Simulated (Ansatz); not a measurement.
# A failed many-body run on BaTiO3 (R3m)

A first try at the G0W0 gap of BaTiO3 (R3m), what the program said, and an input that works.

Method: G0W0 on r2SCAN, plane waves, PAW, in Ansatz 0.2.0.

## 1. Set-up

Symmetry: R3m, No. 160, trigonal system. The conventional cell has a = 5.655 Å, b = 5.655 Å, c = 6.955 Å, α = 90.00°, β = 90.00°, γ = 120.00°. Nearest to Ba lie 12 O at 2.79 to 2.89 Å. Ti has 6 O at 1.87 to 2.14 Å nearest. Nearest to O lie 2 Ti at 1.87 to 2.14 Å and 4 Ba at 2.79 to 2.89 Å. Farther neighbours and most contacts between anions are not listed.

Structure file:

```cif
data_structure
_symmetry_space_group_name_H-M 'R3m:H'
_symmetry_Int_Tables_number 160
_cell_length_a 5.6547
_cell_length_b 5.6547
_cell_length_c 6.9552
_cell_angle_alpha 90.000
_cell_angle_beta 90.000
_cell_angle_gamma 120.000
_cell_volume 192.60
loop_
_atom_site_label
_atom_site_type_symbol
_atom_site_symmetry_multiplicity
_atom_site_Wyckoff_symbol
_atom_site_fract_x
_atom_site_fract_y
_atom_site_fract_z
_atom_site_occupancy
Ba1 Ba 3 a 0.00000 0.00000 0.00000 1
Ti1 Ti 3 a 0.33333 0.66667 0.15117 1
O1 O 9 b 0.49703 0.99407 0.01157 1
```

The cell and positions come from the Crystallography Open Database and are kept as given unless a step says otherwise. Spin-orbit coupling is left out unless a step names it. The default PAW set here is soft_2. Its files were made with PBE.

## 2. First try

The input, input.yaml:

```yaml
crystal:
  lattice:
    - [2.8273666084, 1.6323808724, 2.3183934932]
    - [-2.8273666084, 1.6323808724, 2.3183934932]
    - [0.0, -3.2647617449, 2.3183934932]
  atoms:
    - { symbol: Ba, position: [0.0, 0.0, 0.0] }
    - { symbol: Ti, position: [0.4845, 0.4845, 0.4845] }
    - { symbol: O, position: [0.5086, 0.5086, 0.0175] }
    - { symbol: O, position: [0.0175, 0.5086, 0.5086] }
    - { symbol: O, position: [0.5086, 0.0175, 0.5086] }
kpoints:
  mp_grid: { grid: [4, 4, 4] }
hamiltonian:
  xc: r2scan
scf:
  occupations: { method: fixed }
gw:
  n_empty_bands: 100000
  ecut_chi: 80
  qp_bands: [v2, c2]
  qp_kpoints: band_edges
  screening: { model: contour_deformation }
```

On the command line:

```bash
> ansatz run input.yaml --threads 3 --pin off --max-ram 92160MiB --backend cuda --events-out ev --progress --plain --runs-dir out --devices 1 --max-vram 13GiB  # rebuilt from the run's record
```

Numbers of over 12 decimals in the logs are rounded to 6 here.

Output:

```text
Error: inconsistent input (gw.n_empty_bands, basis.ecutwfc): the count of 100020 bands up to the last of gw.n_empty_bands exceeds the smallest per-k basis n_pw = 1624 of the GW NSCF pass (the SCF k-mesh) (at k = [0.250000, -0.500000, -0.500000] in reciprocal lattice vectors) — raise basis.ecutwfc, or ask for fewer bands where the run can do with them
```

The job ended after 0.2 s (3 threads of AMD EPYC 7R13 (Zen 3), shared host; peak memory 0.11 GiB).

**Diagnosis.**

The input was rejected at the start.

The program's message: “Error: inconsistent input (gw.n_empty_bands, basis.ecutwfc): the count of 100020 bands up to the last of gw.n_empty_bands exceeds the smallest per-k basis n_pw = 1624 of the GW NSCF pass (the SCF k-me …”

The fault: more bands than plane waves. A basis holds no more bands than it has plane waves.

## 3. A better input

G0W0 replaces the xc potential by the self-energy, built once from these orbitals. Only a window of levels is corrected, while the sums run over the empty bands that the input names.

Edit input.yaml of step 2 so:

```diff
@@ -18,4 +18,4 @@
 gw:
-  n_empty_bands: 100000
-  ecut_chi: 80
+  n_empty_bands: 508
+  ecut_chi: 230.0
   qp_bands: [v2, c2]
```

Output:

```text
GPUs: using 1 of 1 available (devices: 1).
[...]
device memory: the entry about to start is reckoned to put 0.9 GiB on a device that reports 48.9 GiB free (of which the cap on the GPU budget leaves the run 13.0 GiB)
GPU FFT provider: cuFFT
GPU libraries: cuBLAS 13.8.2, cuFFT 12.4.0, cuSOLVER 12.3.4
Crystal: 5 atoms, lattice volume = 64.201 Å³
Basis set: ecut = 500 eV, 1647 PW (Γ), exchange–correlation on 120×120×120 points (64 copies of the dense FFT grid, shifted against one another)
Bands: 25, of which v1, the nominal top of the filled ones, is band 20 counted from 1 (19 counted from 0)
Symmetry: 6 space group operations
[...]
k-points: 13 of 64 (time reversal used)
[...]
GPU buffer pool allocated for 27000 grid points (all kernels)
GPU transforms: local potential and band sums: pruned to the plane-wave sphere, on 30×30×30
[...]
0    19      9.5490   -25.9150     3.8620   -21.6810  0.7397     9.1748     9.1770  root
     0    20      9.5490   -25.9150     3.8620   -21.6810  0.7397     9.1748     9.1770  root
     0    21     12.7147   -12.9312    -6.2984   -20.1616  0.7472    13.6604    13.6467  root
     0    22     12.7147   -12.9312    -6.2984   -20.1616  0.7472    13.6604    13.6467  root
     1    19      9.2895   -25.4164     3.8048   -21.2214  0.7378     8.8967     8.8993  root
     1    20      9.3088   -25.8606     3.9677   -21.5090  0.7379     8.9223     8.9248  root
     1    21     12.7962   -13.1226    -6.3516   -20.4154  0.7446    13.7517    13.7373  root
     1    22     13.3851   -13.8425    -6.5886   -21.4142  0.7310    14.3861    14.3682  root
[...]
12    19      9.9033   -25.8945     4.3126   -21.2240  0.7325     9.5432     9.5454  root
    12    20      9.9174   -25.9199     4.3227   -21.2390  0.7326     9.5570     9.5592  root
    12    21     14.6501   -14.5100    -7.6004   -23.1315  0.6951    15.7005    15.6712  root
    12    22     14.8061   -14.5936    -7.6762   -23.2968  0.6924    15.8636    15.8331  root
[key lines of the parts left out:]
SCF converged after 7 iterations
Free energy (F): -10183.827721 eV
Fermi energy:    9.917450 eV
```

The job ended after 45 s (1 × NVIDIA H100 80GB HBM3 (shared by 6 runs) with 3 threads; peak memory 1.9 GiB; 90 s of CPU time).

Reading the cycles: dr2 is the Hartree energy of the density residual (eV), the measure of convergence; HF is the Harris–Foulkes estimate of the energy, which meets the free energy F at convergence.

This step gave:

* bands summed: 528
* RPA ε∞ on this mesh (eigenvalues): 4.731, 5.123, 5.123
* plane waves in the screening matrix: 485
* q-points in the mesh: 64
* G0W0 gap on the mesh: 4.087 eV
* k of the valence top: -0.5, -0.5, -0.5
* k of the conduction bottom: 0, 0, 0
* starting gap on the mesh: 2.797 eV
* Z at the valence top: 0.7326
* Z at the conduction bottom: 0.7472
* least direct G0W0 gap on the computed points: 4.470 eV

The gap on the mesh goes from 2.80 eV to 4.09 eV, a correction of +1.29 eV. Between the two edge states, bare exchange in place of the xc potential would open the gap by 11.91 eV, and correlation takes back 10.62 eV.

## 4. Results

```json
{"first try": "refused after 0.2 s", "better run": "G0W0 gap on the mesh 4.09 eV (4×4×4 mesh, 508 empty bands, screening to 230 eV)"}
```

The second run differs in: empty bands and screening cutoff (eV). Bands and cutoff are finite, so the gap is not at the basis limit. The miss can reach some tenths of an eV and take either sign; the mesh is an error of its own. The 4×4×4 mesh is coarse for this cell (its supercell is 16 Å along the shortest edge). The RPA ε∞ on it, from the r2SCAN start, is 4.73 and 5.12; such meshes misread the long-range screening, most where the gap is narrow. The many-body steps are scalar-relativistic: spin-orbit coupling is not in them.

[Paths, hosts, dates, memory and timing lines, banners, echoed tables and standing remarks are left out of the program output.]

[Logs are printed without paths, hosts, clocks, repeated set-up lines and the standing remarks that a program may print on its own settings, such as how far it seeks lower states.]

[Runs of the session that timed out or met a known fault of the program may be left out.]

[Cells called generated may have been cut or substituted from an entry of the Crystallography Open Database or the Materials Project.]

[Hosts, paths, dates, database ids (printed as entryN), source tags and the programs' standing remarks are cut or masked in the printed files.]
